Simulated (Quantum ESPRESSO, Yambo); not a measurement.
# NH4Br (P-43m): G0W0 on several meshes in Yambo, part 2 of 2

Aim: the GW shift of NH4Br (P-43m) against the k mesh.

Quantum ESPRESSO 7.5 and Yambo 5.3.0; PBEsol and many-body steps on it, plane waves. Known limits of the many-body steps: not at the basis limit; no spin-orbit coupling; coarse k mesh.

So far. Step 4 (4×4×4): The gap on the mesh goes from 4.10 eV to 6.52 eV, a correction of +2.43 eV. Step 5 (Empty states on the mesh, 2×2×2 mesh, 116 bands): On this mesh the gap is 4.097 eV.

**6. Conversion and set-up**

This step: Yambo 5.3.0; conversion and set-up on PBEsol, plane waves, norm-conserving pseudopotentials.

Run with:

```sh
$ (cd o/x.save; p2y > p2y.log; mv SAVE ../..); yambo > setup.log
```

The program printed:

```text
 Yambo, version 5.3.0

 [02] CORE Variables Setup
 =========================

  [02.01] Unit cells
  ==================

  Cell kind             :  CUB
  Atoms in the cell     :  H  Br  N
  number of H  atoms    :   4
  number of Br atoms    :  1
  number of N  atoms    :  1

  List of atomic masses
  Mass of H     :  1.008000
  Mass of Br    :  79.90400
  Mass of N     :  14.00700

  List of atomic coordinates    : [cc]
  H1       :  1.118718  1.118718  1.118718  order 1
  H2       :  1.118718  6.440187  6.440187  order 2
  H3       :  6.440187  6.440187  1.118718  order 3
[...]
[03] Transferred momenta grid and indexing
 ==========================================

 IBZ Q-points                                      :   4
 BZ  Q-points                                      :   8

 K/Q-points units:
 rlu = crystal or reduced units; cc = cartesian coordinates; iku = interal k-units

 Q [1]          [rlu]:  0.000000  0.000000  0.000000
 Q [2]          [rlu]:  0.000000  0.000000 -0.500000
 Q [3]          [rlu]:  0.000000 -0.500000 -0.500000
 Q [4]          [rlu]: -0.500000 -0.500000 -0.500000

  [03.01] X indexes
  =================

   [03.01.01] Sigma indexes
   ========================

 [06] Game Over & Game summary
```

Elapsed: 2.4 s, on 1 MPI rank of Arm Neoverse V1, shared host; peak memory 0.25 GiB.

**7. 2×2×2**

This step: G0W0 on PBEsol, plane waves, norm-conserving pseudopotentials.

File gw10.in:

```
HF_and_locXC
gw0
dyson
ppa
em1d
rim_cut
RandQpts= 1000000
RandGvec= 1 RL
EXXRLvcs= 72 Ry
VXCRLvcs= 288 Ry
Chimod= "HARTREE"
% BndsRnXp
 1 | 116 |
%
NGsBlkXp= 10.5 Ry
% LongDrXp
 1 | 1 | 1 |
%
% GbndRnge
 1 | 116 |
%
DysSolver= "n"
ExtendOut
PPAPntXp= 27.21138 eV
% QPkrange
 3 | 3 | 7 | 10 |
 1 | 1 | 7 | 10 |
%
```

Run with:

```sh
$ OMP_NUM_THREADS=1 mpirun -n 4 yambo -F gw10.in -J gw10 -C gw10 > gw10.log
```

The program printed:

```text
 Yambo, version 5.3.0

 [02] CORE Variables Setup
 =========================

  [... cell, symmetries and grids as in the set-up ...]

  [02.05] Energies & Occupations
  ==============================

  [X] === General ===
  [X] Electronic Temperature                        :  0.000000  0.000000 [eV K]
  [X] Bosonic    Temperature                        :  0.000000  0.000000 [eV K]
  [X] Finite Temperature mode                       : no
  [X] El. density                                   :  0.25000E+24 [cm-3]
  [X] Fermi Level                                   :  1.079024 [eV]

  [X] === Gaps and Widths ===
  [X] Conduction Band Min                           :  4.097338 [eV]
  [X] Valence Band Max                              :  0.000000 [eV]
  [X] Filled Bands                                  :   8
  [X] Empty Bands                                   :    9  116
  [X] Direct Gap                                    :  4.184637 [eV]
  [X] Direct Gap localized at k                     :  1
  [X] Indirect Gap                                  :  4.097338 [eV]
  [X] Indirect Gap between kpts                     :  3  1
  [X] Last valence band width                       :  1.471107 [eV]
  [X] 1st conduction band width                     :  3.655939 [eV]

 [03] Transferred momenta grid and indexing
 ==========================================

 IBZ Q-points                                      :   4
 BZ  Q-points                                      :   8

 K/Q-points units:
 rlu = crystal or reduced units; cc = cartesian coordinates; iku = interal k-units

 Q [1]          [rlu]:  0.000000  0.000000  0.000000
 Q [2]          [rlu]:  0.000000  0.000000 -0.500000
 Q [3]          [rlu]:  0.000000 -0.500000 -0.500000
 Q [4]          [rlu]: -0.500000 -0.500000 -0.500000

[...]
NLCC RL compoments                               :   35585
  PP Number of Atomic Species                      :  3
  NLCC RL compoments                               :   35585

 [xc] E_xc :  -6.526061 [Ha]
      E_xc :  -13.05212 [Ry]

  Local XC kind (lXC) : Perdew, Burke & Ernzerhof SOL(X)+Perdew, Burke & Ernzerhof SOL(C)
  Non-Local XC kind (nlXC) : Hartree-Fock

  Corrections @ K [1] :  [eV]
 <7|nlXC|7> = -16.60009 -0.27208E-17 <7|lXC|7> = -13.02907  0.000000
 <8|nlXC|8> = -16.60139  0.44670E-17 <8|lXC|8> = -13.02907  0.000000
 <9|nlXC|9> = -4.631161  0.14502E-17 <9|lXC|9> = -9.204651  0.94408E-16
[...]
Corrections @ K [3] :  [eV]
[...]
<9|nlXC|9> = -4.175043 -0.27531E-17 <9|lXC|9> = -8.688012 -0.94408E-16
 <10|nlXC|10> = -4.071025 -0.14317E-17 <10|lXC|10> = -8.924519 -0.47204E-16

 [08] Dyson equation: Newton solver
 ==================================

  [08.01] G0W0 (W PPA)
  ====================

  [  GW  ] Bands range     :    1  116
  [GW/PPA] G damping       :  0.100000 [eV]

  QP @ state[ 1 ] K range:  1  1
  QP @ state[ 1 ] b range:   7  10
  QP @ state[ 2 ] K range:  3  3
  QP @ state[ 2 ] b range:   7  10

   Sc/G bands                                       :    1  116
   Sc/G damping                                     :  0.100000 ev
   Sc bands terminator                              : no
   Sx RL components                                 :   4553

   QP @ state[ 1 ] K range                          :  1  1
   QP @ state[ 1 ] b range                          :   7  10
   QP @ state[ 2 ] K range                          :  3  3
   QP @ state[ 2 ] b range                          :   7  10
   GF energies kind                                 : Perdew, Burke & Ernzerhof SOL(X)+Perdew, Burke & Ernzerhof SOL(C)
   GF WF`s kind                                     : Perdew, Burke & Ernzerhof SOL(X)+Perdew, Burke & Ernzerhof SOL(C)
   Xs energies kind                                 : Perdew, Burke & Ernzerhof SOL(X)+Perdew, Burke & Ernzerhof SOL(C)
   Xs WF`s kind                                     : Perdew, Burke & Ernzerhof SOL(X)+Perdew, Burke & Ernzerhof SOL(C)

 [11] Game Over & Game summary
```

Run time: 10 s. Hardware: 4 MPI ranks; peak memory 1.3 GiB; 37 s of CPU time.

Numbers from this step:

* G0W0 gap on the points computed: 6.385 eV
* starting gap on the mesh: 4.097 eV
* k of the valence top: 0, -0.5, -0.5
* k of the conduction bottom: 0, 0, 0
* least direct G0W0 gap on the computed points: 6.443 eV
* Z at the valence top: 0.8177
* Z at the conduction bottom: 0.8472

Against G0W0 in Yambo (4×4×4 mesh, 116 bands, screening to 142.9 eV, Godby-Needs plasmon pole), the gap moves by −0.139 eV.

**8. The runs together**

Times are wall times on 4 MPI ranks of Arm Neoverse V1, shared host, good to a factor of about two.

```tsv
run	mesh	bands	screening cutoff (eV)	DFT gap (eV)	gap on the mesh (eV)	direct (eV)	time
4×4×4	4×4×4	116	142.9	4.097	6.523	6.592	91 s
2×2×2	2×2×2	116	142.9	4.097	6.385	6.443	10 s
```

**9. Summary of results**

```
4×4×4        : 6.523 eV
2×2×2        : 6.385 eV
known limits : not at the basis limit; no spin-orbit coupling; coarse k mesh
```

In words: 2×2×2: −0.139 eV against 4×4×4. Bands and cutoff are finite, so the gap is not at the basis limit. The miss can reach some tenths of an eV and take either sign; the mesh is an error of its own. In the G0W0 runs levels were corrected at 2 k points alone, so a gap called «on the mesh» is the least over those, and an edge elsewhere would be missed. The 4×4×4 mesh is coarse for this cell, which bears on the long-range parts of exchange and screening. Mesh or cutoff lie under what a gap needs, so these runs test behaviour and cost; their gaps are not to be quoted. The many-body steps are scalar-relativistic: spin-orbit coupling is not in them.

[Paths, hosts, dates, memory and timing lines, banners, echoed tables and standing remarks are left out of the program output.]

[Logs are printed without paths, hosts, clocks, repeated set-up lines and the standing remarks that a program may print on its own settings, such as how far it seeks lower states.]

[Runs of the session that timed out or met a known fault of the program may be left out.]

[Hosts, paths, dates, database ids (printed as entryN), source tags and the programs' standing remarks are cut or masked in the printed files.]
